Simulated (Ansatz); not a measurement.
Rows from a G0W0 calculation on AlN (P6_3mc) (Ansatz 0.2.0; G0W0 on PBE, plane waves, PAW; 12×12×8 mesh, 174 empty bands, screening to 150 eV, hard PAW files), in eV. Spin-orbit coupling is left out.

The database entry behind the starting cell differs from later determinations by our own check (inner coordinate u about 0.002 short), so it need not match the best structure at ambient conditions.

| row | k | band | start | Σx | Σc at the solution | Vxc |
| --- | --- | --- | --- | --- | --- | --- |
| A | Γ | v2 | 8.567 | -21.688 | 3.045 | -17.692 |
| B | Γ | c1 | 12.967 | -9.831 | -3.913 | -14.418 |
| C | Γ | c2 | 15.410 | -7.921 | -4.495 | -13.171 |
| D | Γ | v1 | 8.746 | -21.764 | 3.007 | -17.834 |

Question: Work out each quasiparticle level and how far it moved.

The quasiparticle equation reads E = start + Σx + Σc(E) − Vxc.

| row | E (eV) | shift (eV) |
| --- | --- | --- |
| A | 7.616 | −0.951 |
| B | 13.641 | +0.674 |
| C | 16.165 | +0.755 |
| D | 7.823 | −0.923 |

The gap over the computed points goes from 4.22 eV to 5.82 eV.

Limits: not at the basis limit.

[Runs of the session that timed out or met a known fault of the program may be left out.]

[Cells called generated may have been cut or substituted from an entry of the Crystallography Open Database or the Materials Project.]

[Hosts, paths, dates, database ids (printed as entryN), source tags and the programs' standing remarks are cut or masked in the printed files.]
